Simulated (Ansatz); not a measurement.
# (MgS)3(BeTe)1 [001] superlattice, started as zinc blende: phonons and vibrational spectra, part 3 of 3

Wanted: phonon frequencies of (MgS)3(BeTe)1 [001] superlattice, started as zinc blende and what follows from them.

Ansatz 0.2.0; DFT PBEsol, scalar-relativistic, plane waves, PAW.

So far. Step 4 (Relaxing to small forces for the phonons): The largest force component left is 0.81 meV/Å and the pressure is 0.004 GPa, within the tolerances set. The cell now holds 22.47 Å³/atom. The relaxed cell has a, b, c = 3.911, 4.003, 11.485 Å (conventional setting).

The structure was built from a prototype and need not be the compound's stable phase.

In doubt: the program warns that the response may not be converged on this k-mesh (step 5), which bears on the force constants and all frequencies.

## 5. Zone-centre response (continued)

High-frequency dielectric tensor:

```
5.02 0.00 0.00
0.00 5.02 0.00
0.00 0.00 4.85
```

Static dielectric tensor (ions relaxed, fixed cell):

```
 8.20 -0.85  0.00
-0.85  8.20  0.00
 0.00  0.00  7.35
```

Transverse modes. Infrared lines, with heights relative to the strongest:

```
position (cm⁻¹)  relative intensity
             63                 0.0
             66                 0.3
             93                 0.3
             96                 0.1
            121                 0.7
            124                 0.2
            132                 0.2
            180                 0.1
            242                  14
            258                 0.1
            298                  77
            323                  30
            327                  20
            328                  61
            332                 100
            334                  33
            343                  37
            367                  42
            389                 0.4
            448                  69
            501                  10
```

Activity x (w_L - w)^4 (n + 1)/w, 532 nm, 300 K; the tensors are static ones, while 532 nm light lies above the computed direct gap, where resonance would change the heights; modes without the macroscopic field alone. Lines of the Raman spectrum (strongest = 100):

| position (cm⁻¹) | relative intensity |
| --- | --- |
| 63 | 6.5 |
| 66 | 0.5 |
| 93 | 0.4 |
| 96 | 0.1 |
| 121 | 7.4 |
| 124 | 10 |
| 132 | 30 |
| 180 | 4.7 |
| 242 | 7.3 |
| 258 | 32 |
| 298 | 23 |
| 323 | 3.2 |
| 327 | 0.6 |
| 328 | 6.6 |
| 332 | 17 |
| 334 | 1.0 |
| 343 | 6.7 |
| 367 | 6.1 |
| 389 | 32 |
| 448 | 25 |
| 501 | 100 |

Static second-order susceptibility (pm/V), twice the coefficient d of second-harmonic generation. Second order susceptibility, by row:

| field along | xx | yy | zz | yz | xz | xy |
| --- | --- | --- | --- | --- | --- | --- |
| x | 0 | 0 | 0 | 2.66 | 7.57 | 0 |
| y | 0 | 0 | 0 | 7.57 | 2.66 | 0 |
| z | 7.57 | 7.57 | 1.18 | 0 | 0 | 2.66 |

Before it was imposed, the acoustic sum rule was missed by 9.4e-5 eV/Å² and the charge sum rule by 0.013 e. Small misses are needed for a sound result but don't prove that mesh and cutoff are converged. The lowest optical mode is real, 62.8 cm⁻¹.

The log warns of the k mesh: “the force constants stand on the 8×8×2 k-mesh, whose period is 11.91 times the interband length at k = (0.0000, 0.0000, 0.0000), direct gap 1.455 eV, under 14: take them and everything formed from them as unconverged”.

## 6. Another isotope, element Mg, natural mass 24.305 amu

An isotope changes the mass and not the force constants, so no new electronic calculation is needed; the shifts show which modes move this element.

The same force constants with the mass of Mg changed from 24.305 to 25.983 u (phonopy, no LO-TO term). Both lists are sorted by frequency; levels can cross, so a row need not hold one and the same mode. Modes under 3 cm⁻¹ are left out. Isotope shifts, by row:

| q | rank | natural mass (cm⁻¹) | changed mass (cm⁻¹) |
| --- | --- | --- | --- |
| 0 0 0 | 4 | 62.83 | 62.23 |
| 0 0 0 | 5 | 66.21 | 65.51 |
| 0 0 0 | 6 | 93.41 | 92.07 |
| 0 0 0 | 7 | 96.54 | 95.04 |
| 0 0 0 | 8 | 121.1 | 119.3 |
| 0 0 0 | 9 | 124.2 | 123.8 |
| 0 0 0 | 10 | 132.5 | 131.4 |
| 0 0 0 | 11 | 179.8 | 177.8 |
| 0 0 0 | 12 | 241.8 | 235.2 |
| 0 0 0 | 13 | 258.1 | 257.3 |
| 0 0 0 | 14 | 297.8 | 297.8 |
| 0 0 0 | 15 | 322.7 | 317 |
| 0 0 0 | 16 | 327.2 | 321.7 |
| 0 0 0 | 17 | 328.3 | 322.5 |
| 0 0 0 | 18 | 332.2 | 324.2 |
| 0 0 0 | 19 | 334.3 | 328.5 |
| 0 0 0 | 20 | 342.7 | 337.1 |
| 0 0 0 | 21 | 367.3 | 358.7 |
| 0 0 0 | 22 | 389.4 | 381.2 |
| 0 0 0 | 23 | 448.2 | 448.1 |
| 0 0 0 | 24 | 500.9 | 500.6 |

A mode of this element alone would shift by -3.28 %. The highest zone-centre frequency without the field goes from 500.9 to 500.6 cm⁻¹ (-0.1 %). The product of the frequency ratios over all optical modes at Γ is 0.759; the product rule, (m/m′)^(3k/2) (M′/M)^(3/2) with k = 3 such atoms and M the mass of the cell, gives 0.759.

## 7. Another isotope, element S, natural mass 32.06 amu

The same for S, from 32.06 to 33.97 u.

A mode of this element alone would shift by -2.85 %. The highest zone-centre frequency without the field goes from 500.9 to 499.8 cm⁻¹ (-0.2 %). The product of the frequency ratios over all optical modes at Γ is 0.793; the product rule, (m/m′)^(3k/2) (M′/M)^(3/2) with k = 3 such atoms and M the mass of the cell, gives 0.793.

## 8. Another isotope, element Te, natural mass 127.6 amu

The same for Te, from 127.60 to 129.91 u.

A mode of this element alone would shift by -0.89 %. The highest zone-centre frequency without the field goes from 500.9 to 500.8 cm⁻¹ (-0.0 %). The product of the frequency ratios over all optical modes at Γ is 0.985; the product rule, (m/m′)^(3k/2) (M′/M)^(3/2) with k = 1 such atoms and M the mass of the cell, gives 0.985.

## 9. What came out

```yaml
space_group_after_relaxation_within_0p01_a: Pmm2
volume_per_atom: 22.5 Å³
gap_on_the_k_mesh: 1.21 eV
highest_optical_mode_at_the_zone_centre_no_lo_to_term: 501 cm⁻¹
top_of_the_zone_centre_spectrum_with_the_field: 508 cm⁻¹
lowest_optical_zone_centre_mode: 62.8 cm⁻¹
mean_high_frequency_dielectric_constant: 4.97
mean_static_dielectric_constant: 7.92
largest_born_charge_third_of_the_trace: -2.02 e
imaginary_modes_at_gamma_the_only_wavevector_solved: none
```

The structure is stable against zone-centre distortions, since no mode there is imaginary; other wavevectors were not solved, so zone-boundary instabilities are untested. Without the field, the optical modes at Γ span 63 to 501 cm⁻¹. No dispersion was computed. The highest mode in this list at Γ, 500.9 cm⁻¹, is mostly motion of Be (89 % of the kinetic energy). With the macroscopic field of the longitudinal modes the top of the zone-centre spectrum lies at 508 cm⁻¹, against 501 cm⁻¹ without it. Lattice motion raises the mean dielectric constant from 4.965 to 7.917. The strongest infrared line is at 332 cm⁻¹. Averaged over orientations, the strongest Raman line at 532 nm and 300 K is at 501 cm⁻¹, among the modes without the field; their longitudinal partners can be Raman active too. The tensors are the static, non-resonant ones, while 532 nm light (2.33 eV) lies above the computed gap. With the field response the log warns that the k mesh is coarse for the force constants too, so the frequencies may not be converged. Spin-orbit coupling is left out, which can matter for the heavy elements here. The starting cell was built on a prototype and not taken from a measurement, so the phase need not exist. These are harmonic frequencies at zero temperature: anharmonic shifts, linewidths and thermal expansion are left out.

[Logs are printed without paths, hosts, clocks, repeated set-up lines and the standing remarks that a program may print on its own settings, such as how far it seeks lower states.]

[Hosts, paths, dates, database ids (printed as entryN), source tags and the programs' standing remarks are cut or masked in the printed files.]
